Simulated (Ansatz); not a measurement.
# Nb wire along [111], 31 atoms a period: bands along the axis

Aim: is the Nb wire along [111], 31 atoms a period a metal or a semiconductor?

Method: DFT PBE, plane waves, PAW; relaxation of a wire's period; PAW set soft_1, in the first sound run; inputs show where later runs differ, in Ansatz 0.2.0.

## (1) Set-up

The cell holds 31 atoms: 31 Nb. Cell: a = 20.843 Å, b = 20.313 Å, c = 2.867 Å, α = 90.0°, β = 90.0°, γ = 90.0°. Vacuum lies along a and b. The structure's axis is c.

## (2) Relaxation of atoms and period

Band widths follow the bond lengths, so the wire is relaxed first. The atoms and the third cell vector are free; the box across stays fixed as vacuum. A Fermi-Dirac smearing is set since the result may be a metal. The pressure printed is a third of the stress's trace over the whole box, vacuum included; only the stress along the axis is relaxed.

The input, input.yaml:

```yaml
crystal:
  lattice:
    - [20.843, 0.0, 0.0]
    - [0.0, 20.313, 0.0]
    - [0.0, 0.0, 2.8665440865]
  atoms:
    - { symbol: Nb, position: [0.275417332, 0.500000453, 0.0] }
    - { symbol: Nb, position: [0.387710353, 0.699572428, 0.0] }
    - { symbol: Nb, position: [0.500003375, 0.500000453, 0.0] }
    - { symbol: Nb, position: [0.612296396, 0.699572428, 0.0] }
    - { symbol: Nb, position: [0.16312431, 0.433476462, 0.333333333] }
    - { symbol: Nb, position: [0.275417332, 0.233904487, 0.333333333] }
    - { symbol: Nb, position: [0.275417332, 0.633048436, 0.333333333] }
    - { symbol: Nb, position: [0.387710353, 0.433476462, 0.333333333] }
    - { symbol: Nb, position: [0.387710353, 0.832620411, 0.333333333] }
    - { symbol: Nb, position: [0.500003375, 0.233904487, 0.333333333] }
    - { symbol: Nb, position: [0.500003375, 0.633048436, 0.333333333] }
    - { symbol: Nb, position: [0.612296396, 0.433476462, 0.333333333] }
    - { symbol: Nb, position: [0.612296396, 0.832620411, 0.333333333] }
    - { symbol: Nb, position: [0.724589417, 0.233904487, 0.333333333] }
    - { symbol: Nb, position: [0.724589417, 0.633048436, 0.333333333] }
    - { symbol: Nb, position: [0.836882439, 0.433476462, 0.333333333] }
    - { symbol: Nb, position: [0.16312431, 0.566524445, 0.666666667] }
    - { symbol: Nb, position: [0.275417332, 0.36695247, 0.666666667] }
    - { symbol: Nb, position: [0.275417332, 0.76609642, 0.666666667] }
    - { symbol: Nb, position: [0.387710353, 0.167380495, 0.666666667] }
    - { symbol: Nb, position: [0.387710353, 0.566524445, 0.666666667] }
    - { symbol: Nb, position: [0.500003375, 0.36695247, 0.666666667] }
    - { symbol: Nb, position: [0.500003375, 0.76609642, 0.666666667] }
    - { symbol: Nb, position: [0.612296396, 0.167380495, 0.666666667] }
    - { symbol: Nb, position: [0.612296396, 0.566524445, 0.666666667] }
    - { symbol: Nb, position: [0.724589417, 0.36695247, 0.666666667] }
    - { symbol: Nb, position: [0.724589417, 0.76609642, 0.666666667] }
    - { symbol: Nb, position: [0.836882439, 0.566524445, 0.666666667] }
    - { symbol: Nb, position: [0.387710353, 0.300428478, 0.0] }
    - { symbol: Nb, position: [0.612296396, 0.300428478, 0.0] }
    - { symbol: Nb, position: [0.724589417, 0.500000453, 0.0] }
kpoints:
  mp_grid: { grid: [1, 1, 28] }
scf:
  occupations: { method: fermi_dirac, width: 0.05 }
hamiltonian:
  xc: pbe
  pseudopotentials: { kind: paw, azcp: { folder: soft_1 } }
relax:
  cell: { fix: [a, b, alpha, beta, gamma] }
  max_steps: 45
  f_tol: 0.03
```

Command:

```console
$ ansatz run input.yaml --threads 16 --pin off --max-ram 61440MiB --backend cuda --events-out ev --progress --plain --runs-dir out --max-vram 78GiB
```

Numbers of over 12 decimals in the logs are rounded to 6 here.

Log:

```text
Engine: ansatz 0.2.0, aarch64-unknown-linux-gnu
Pseudopotentials: kind: paw
Pseudopotential: Nb, paw, valence charge 13, recommended cutoff 420 eV (normal), soft_1/Nb.paw.azcp
Functional definition: PBE
  parameter kappa = 0.804
  parameter beta = 0.066725
  exchange = pbe_x(kappa = kappa, mu = beta*pi^2/3)
  correlation = pbe_c(beta = beta)
[...]
Crystal: 31 atoms, lattice volume = 1213.648 Å³
Basis set: ecut = 420 eV, 23727 PW (Γ), exchange–correlation on 288×288×40 points (8 copies of the dense FFT grid, shifted against one another)
Bands: 242, of which v1, the nominal top of the filled ones, is band 202 counted from 1 (201 counted from 0)
Symmetry: 4 space group operations
Space group: P2/m (ITA 10), of the structure as read, at distance tolerance 1.1e-4 Å
k-points: 15 of 28
Non-local potential: Nb, projectors of the file, l = 0: 3, l = 1: 2, l = 2: 2, l = 3: 1
PAW form: soft (Blöchl's): semilocal exchange-correlation on the pseudo side does not see the compensation charge
PAW one-centre angular grid: Nb, 590 points (default); XC on 64 Gauss nodes
Initial density: superposition of atomic densities (neutral atoms: chi_scale 0, normalization atom)
Initial wavefunctions: pseudopotential atomic-orbital guess
[...]
Functional: x = pbe(κ = 0.804, μ = 0.219515), c = pbe(β = 0.066725)
SCF iter   1: F=—  HF=-141136.775654 eV  |F-HF|=—  |Δ(HF+E_count)|=         —  Δρ=6.53e-2  dr2=6.38e2  ethr=3.10e-3  ⟨swp⟩=9.8  Hψ=17587  notcnv=0  defer=15
preconditioner: auto → LDOS  [metal: Δε(μ)=0.014 eV  Ē_g=3.718 eV  σ=0.050 eV  W_gap=0.07  n_scr=194 (ndim 8)  ℏωp=13.3 eV  f_vac=0.411  D(μ)=27.72/eV (n_scr^D=140)  β→1.0]
SCF iter   2: F=—  HF=-141142.525331 eV  |F-HF|=—  |Δ(HF+E_count)|=    5.75e0  Δρ=7.68e-2  dr2=1.87e3  ethr=3.10e-3  ⟨swp⟩=11.2  Hψ=15899  notcnv=0  defer=223  recentre
[...]
SCF iter  12: F=-141098.705721 eV  HF=-141098.705721 eV  |F-HF|=2.84e-8  |Δ(HF+E_count)|=   1.63e-8  Δρ=1.60e-6  dr2=8.71e-8  ethr=2.48e-11  ⟨swp⟩=4.7  Hψ=15050  notcnv=0
SCF 1 converged in 12 iterations: F = -141098.705721 eV  dr2 = 8.71e-8
  greatest PAW one-centre occupation: 0.998 electrons in one spin orbital (limit 2), on the Nb atom at site 24 (counted from 0), in its partial waves of l = 0
relax step   1: F+E_penalty+E_count = -141098.70572061 eV  Δ(F+E_penalty+E_count) = +0.000e0 eV  max|allowed force component| = 1.356e0 eV/Å  Δτ_max = 0.0000 Å  P = -4.332 GPa  Ω = 1213.648 Å³  fix = [a, b, alpha, beta, gamma]  reactions: a -3.841, b -3.839 GPa; alpha +0.001 GPa/rad  (12 SCF iters, dr2 threshold 1.00e-7 eV, accepted)
[...]
Crystal: 31 atoms, lattice volume = 1158.855 Å³
Basis set: ecut = 420 eV, 22759 PW (Γ), exchange–correlation on 288×288×40 points (8 copies of the dense FFT grid, shifted against one another)
[...]
iter 1 solved again at ethr=2.23e-3 eV; its pass at ethr=3.10e-3 eV (dr2=9.00e0 eV) is discarded
SCF iter   1: F=—  HF=-141101.160215 eV  |F-HF|=—  |Δ(HF+E_count)|=         —  Δρ=1.62e-2  dr2=9.14e0  ethr=2.23e-3  ⟨swp⟩=2.6  Hψ=20564  notcnv=0
preconditioner: auto → LDOS  [metal: Δε(μ)=0.010 eV  Ē_g=3.246 eV  σ=0.050 eV  W_gap=0.05  n_scr=176 (ndim 8)  ℏωp=13.6 eV  f_vac=0.442  D(μ)=46.04/eV (n_scr^D=378)  β→1.0]
SCF iter   2: F=—  HF=-141100.733861 eV  |F-HF|=—  |Δ(HF+E_count)|=   4.26e-1  Δρ=8.31e-3  dr2=3.93e0  ethr=2.23e-3  ⟨swp⟩=3.7  Hψ=5807  notcnv=0  defer=19
[...]
SCF iter   8: F=-141100.305398 eV  HF=-141100.305398 eV  |F-HF|=1.43e-7  |Δ(HF+E_count)|=   5.24e-6  Δρ=8.17e-6  dr2=1.55e-6  ethr=7.69e-10  ⟨swp⟩=5.0  Hψ=13008  notcnv=0
SCF 2 converged in 8 iterations: F = -141100.305398 eV  dr2 = 1.55e-6
relax step   2: F+E_penalty+E_count = -141100.30539801 eV  Δ(F+E_penalty+E_count) = -1.600e0 eV  max|allowed force component| = 1.313e0 eV/Å  Δτ_max = 0.1916 Å  P = +2.518 GPa  Ω = 1158.855 Å³  energy of the carried Pulay correction = +3.343e-3 eV  fix = [a, b, alpha, beta, gamma]  reactions: a +2.536, b +2.554 GPa; alpha +0.011 GPa/rad  (8 SCF iters, dr2 threshold 3.10e-6 eV, accepted)
[...]
Crystal: 31 atoms, lattice volume = 1176.271 Å³
[...]
iter 1 solved again at ethr=5.32e-4 eV; its pass at ethr=3.10e-3 eV (dr2=2.14e0 eV) is discarded
[...]
SCF 3 converged in 8 iterations: F = -141100.832317 eV  dr2 = 5.32e-7
[...]
SCF 4 converged in 8 iterations: F = -141100.950265 eV  dr2 = 6.48e-7
[...]
SCF 5 converged in 7 iterations: F = -141100.962023 eV  dr2 = 1.77e-7
[...]
SCF 6 converged in 8 iterations: F = -141100.964427 eV  dr2 = 6.79e-8
[...]
SCF 7 converged in 6 iterations: F = -141100.961390 eV  dr2 = 1.24e-10
[...]
SCF converged after 6 iterations
[...]
--- Relaxed structure (6 steps of the walk, 6 accepted, 1 SCFs on fresh bases) ---
  F+E_penalty+E_count = -141100.96138964 eV   max|allowed force component| = 2.414e-2 eV/Å   (the final SCF, on the basis selected at the relaxed cell)
  cell:  # Å, volume = 1155.6703 Å³
    - [20.843, 0.0, 0.0]
    - [0.0, 20.313, 0]
    - [0.0, 0, 2.729604]
  atoms:
    - { symbol: Nb, position: [0.273798, 0.500000, 1.0736744687822159e-19] }
    - { symbol: Nb, position: [0.386775, 0.701515, -0.000253187] }
    - { symbol: Nb, position: [0.5, 0.500000, 1.0736744687822159e-19] }
    - { symbol: Nb, position: [0.613225, 0.701515, -0.000253187] }
    - { symbol: Nb, position: [0.164688, 0.438220, 0.314795] }
    - { symbol: Nb, position: [0.279994, 0.232535, 0.315595] }
    - { symbol: Nb, position: [0.269893, 0.636531, 0.315071] }
    - { symbol: Nb, position: [0.385985, 0.432236, 0.316325] }
    - { symbol: Nb, position: [0.384284, 0.829249, 0.313362] }
    - { symbol: Nb, position: [0.5, 0.226744, 0.315456] }
    - { symbol: Nb, position: [0.5, 0.635621, 0.316122] }
    - { symbol: Nb, position: [0.614015, 0.432236, 0.316325] }
    - { symbol: Nb, position: [0.615716, 0.829249, 0.313362] }
    - { symbol: Nb, position: [0.720006, 0.232535, 0.315595] }
    - { symbol: Nb, position: [0.730107, 0.636531, 0.315071] }
    - { symbol: Nb, position: [0.835312, 0.438220, 0.314795] }
    - { symbol: Nb, position: [0.164688, 0.561780, 0.685205] }
    - { symbol: Nb, position: [0.269893, 0.363469, 0.684929] }
    - { symbol: Nb, position: [0.279994, 0.767465, 0.684405] }
    - { symbol: Nb, position: [0.384284, 0.170751, 0.686638] }
    - { symbol: Nb, position: [0.385985, 0.567764, 0.683675] }
    - { symbol: Nb, position: [0.5, 0.364379, 0.683878] }
    - { symbol: Nb, position: [0.5, 0.773256, 0.684544] }
    - { symbol: Nb, position: [0.615716, 0.170751, 0.686638] }
    - { symbol: Nb, position: [0.614015, 0.567764, 0.683675] }
    - { symbol: Nb, position: [0.730107, 0.363469, 0.684929] }
    - { symbol: Nb, position: [0.720006, 0.767465, 0.684405] }
    - { symbol: Nb, position: [0.835312, 0.561780, 0.685205] }
    - { symbol: Nb, position: [0.386775, 0.298485, 0.000253187] }
    - { symbol: Nb, position: [0.613225, 0.298485, 0.000253187] }
    - { symbol: Nb, position: [0.726202, 0.500000, 1.0736744687822159e-19] }
```

The job ended after 11 s (1 × NVIDIA GB200 with 16 threads of Arm Neoverse V2, shared host; peak memory 1.5 GiB; 82 s of CPU time).

The steps of the relaxation:

```tsv
step	energy less that of the first step (eV)	largest force component (eV/Å)	pressure (GPa)	volume (Å³)
1	0.0000	1.3559	-4.33	1213.65
2	-1.5997	1.3126	2.52	1158.85
3	-2.1266	0.3785	-0.45	1176.27
4	-2.2445	0.1087	0.01	1161.38
5	-2.2563	0.0378	-0.08	1160.30
6	-2.2587	0.0241	-0.04	1155.67
7	-2.2557	0.0241	-0.04	1155.67
```

The log counts 1 steps on a newly chosen plane-wave basis, not all of them marked here; energy and pressure can jump at such steps.

The run keeps the 4 symmetry operations that it works with, so distortions that break them were not tested.

```tsv
cell as run	before	after	change
c (Å)	2.867	2.730	-4.8 %
```

The atoms that moved most (Å, along periodic axes as changes of fractional coordinates times the final cell, across vacuum about the mean position):

```tsv
atom	dx	dy	dz	length
Nb10	0.000	-0.145	-0.049	0.153
Nb23	0.000	0.145	0.049	0.153
Nb15	0.115	0.071	-0.050	0.144
Nb7	-0.115	0.071	-0.050	0.144
Nb26	0.115	-0.071	0.050	0.144
Nb18	-0.115	-0.071	0.050	0.144
Nb17	0.033	-0.096	0.051	0.114
Nb28	-0.033	-0.096	0.051	0.114
```

Numbers from this step:

- energy at zero smearing: -141100.7751 eV
- cell length along the wire: 2.730 Å

The cell's length comes to 2.730 Å with spin left out.

## (3) The perfect wire

This step: DFT PBE, plane waves, PAW; bands of a perfect wire; PAW set soft_1 (Ansatz 0.2.0).

At the relaxed period the bands are computed along the axis; those that cross an energy going forward count the channels that a perfect wire would open there.

The input, input.yaml:

```yaml
crystal:
  lattice:
    - [20.843, 0.0, 0.0]
    - [0.0, 20.313, 0.0]
    - [0.0, 0.0, 2.7296040167]
  atoms:
    - { symbol: Nb, position: [0.273798017, 0.5, 0.0] }
    - { symbol: Nb, position: [0.386774661, 0.70151503, 0.999746813] }
    - { symbol: Nb, position: [0.5, 0.5, 0.0] }
    - { symbol: Nb, position: [0.613225339, 0.70151503, 0.999746813] }
    - { symbol: Nb, position: [0.164687803, 0.43822036, 0.314795306] }
    - { symbol: Nb, position: [0.27999387, 0.232534539, 0.315594514] }
    - { symbol: Nb, position: [0.269893235, 0.636531413, 0.315071145] }
    - { symbol: Nb, position: [0.385984624, 0.432235647, 0.316324877] }
    - { symbol: Nb, position: [0.384283962, 0.82924944, 0.31336242] }
    - { symbol: Nb, position: [0.5, 0.226743979, 0.31545566] }
    - { symbol: Nb, position: [0.5, 0.635621435, 0.316121844] }
    - { symbol: Nb, position: [0.614015376, 0.432235647, 0.316324877] }
    - { symbol: Nb, position: [0.615716038, 0.82924944, 0.31336242] }
    - { symbol: Nb, position: [0.72000613, 0.232534539, 0.315594514] }
    - { symbol: Nb, position: [0.730106765, 0.636531413, 0.315071145] }
    - { symbol: Nb, position: [0.835312197, 0.43822036, 0.314795306] }
    - { symbol: Nb, position: [0.164687803, 0.56177964, 0.685204694] }
    - { symbol: Nb, position: [0.269893235, 0.363468587, 0.684928855] }
    - { symbol: Nb, position: [0.27999387, 0.767465461, 0.684405486] }
    - { symbol: Nb, position: [0.384283962, 0.17075056, 0.68663758] }
    - { symbol: Nb, position: [0.385984624, 0.567764353, 0.683675123] }
    - { symbol: Nb, position: [0.5, 0.364378565, 0.683878156] }
    - { symbol: Nb, position: [0.5, 0.773256021, 0.68454434] }
    - { symbol: Nb, position: [0.615716038, 0.17075056, 0.68663758] }
    - { symbol: Nb, position: [0.614015376, 0.567764353, 0.683675123] }
    - { symbol: Nb, position: [0.730106765, 0.363468587, 0.684928855] }
    - { symbol: Nb, position: [0.72000613, 0.767465461, 0.684405486] }
    - { symbol: Nb, position: [0.835312197, 0.56177964, 0.685204694] }
    - { symbol: Nb, position: [0.386774661, 0.29848497, 0.000253187] }
    - { symbol: Nb, position: [0.613225339, 0.29848497, 0.000253187] }
    - { symbol: Nb, position: [0.726201983, 0.5, 0.0] }
kpoints:
  mp_grid: { grid: [1, 1, 30] }
  band_path: { path: ["Γ", Z], npoints: 90 }
scf:
  occupations: { method: fermi_dirac, width: 0.05 }
hamiltonian:
  xc: pbe
  pseudopotentials: { kind: paw, azcp: { folder: soft_1 } }
output:
  dos: { e_range: [-5, 4] }
  write_potential: true
  write_density: true
  volumetric_format: npy
```

Log:

```text
[...]
Crystal: 31 atoms, lattice volume = 1155.670 Å³
Basis set: ecut = 420 eV, 22719 PW (Γ)
Bands: 242, of which v1, the nominal top of the filled ones, is band 202 counted from 1 (201 counted from 0)
[... 1 set-up line as in the run before ...]
[...]
k-points: 16 of 30
[...]
SCF iter   1: F=—  HF=-141134.505913 eV  |F-HF|=—  |Δ(HF+E_count)|=         —  Δρ=6.21e-2  dr2=4.60e2  ethr=3.10e-3  ⟨swp⟩=9.6  Hψ=18490  notcnv=0  defer=16
[...]
SCF iter   6: F=—  HF=-141100.963892 eV  |F-HF|=—  |Δ(HF+E_count)|=   6.42e-3  Δρ=9.79e-4  dr2=1.87e-1  ethr=1.32e-4  ⟨swp⟩=1.4  Hψ=3781  notcnv=0  defer=191
[...]
SCF iter  10: F=—  HF=-141100.960159 eV  |F-HF|=—  |Δ(HF+E_count)|=   2.65e-4  Δρ=1.01e-5  dr2=3.94e-6  ethr=6.22e-9  ⟨swp⟩=3.1  Hψ=6410  notcnv=0  defer=191
[...]
SCF iter  12: F=-141100.960160 eV  HF=-141100.960160 eV  |F-HF|=3.53e-8  |Δ(HF+E_count)|=   3.74e-8  Δρ=1.22e-6  dr2=6.64e-8  ethr=2.48e-11  ⟨swp⟩=22.6  Hψ=16623  notcnv=0
SCF 1 converged in 12 iterations: F = -141100.960160 eV  dr2 = 6.64e-8
[...]
NSCF: frozen V_eff on 91 k-points
[...]
SCF converged after 12 iterations
[...]
```

Elapsed: 9.3 s, on 1 × NVIDIA GB200 with 16 threads; peak memory 2.6 GiB.

In the SCF lines HF is the Harris–Foulkes energy and dr2 the Hartree energy of the density residual, in eV; the loop may stop once dr2 is under the threshold and the program's other checks hold. Hψ counts applications of the Hamiltonian.

Numbers from this step:

```yaml
energy_at_zero_smearing: -141100.7739 eV
band_gap: 0 eV
```

The electronic bands at the labelled points (eV, zero at the Fermi level; # counts the bands kept):

```tsv
point	#42	#43	#44	#45	#46	#47	#48	#49
Γ	-0.19	-0.10	-0.08	0.00	0.02	0.05	0.06	0.15
halfway	-0.20	-0.19	-0.19	-0.07	-0.07	-0.04	0.00	0.00
Z	0.45	0.47	0.48	0.77	0.77	0.89	1.15	1.15
```

Between Γ and Z the bands cross the Fermi level 26 times, so a perfect wire would conduct at least 26 G₀, with spin left out.

## (4) What came out

| Quantity | Value |
| --- | --- |
| cell length, PBE | 2.730 Å |
| ballistic conductance by band crossings, a lower bound, PBE | 26 G₀ |

In words: Under PBE the cell's length is 2.73 Å, and the bands cross the Fermi level 26 times between Γ and Z, which gives a perfect wire at least 26 G₀ (opposite crossings within one step of the path cancel in such a count). No spin was allowed, though thin wires with open d shells can turn magnetic.

[Logs are printed without paths, hosts, clocks, repeated set-up lines and the standing remarks that a program may print on its own settings, such as how far it seeks lower states.]

[Hosts, paths, dates, database ids (printed as entryN), source tags and the programs' standing remarks are cut or masked in the printed files.]
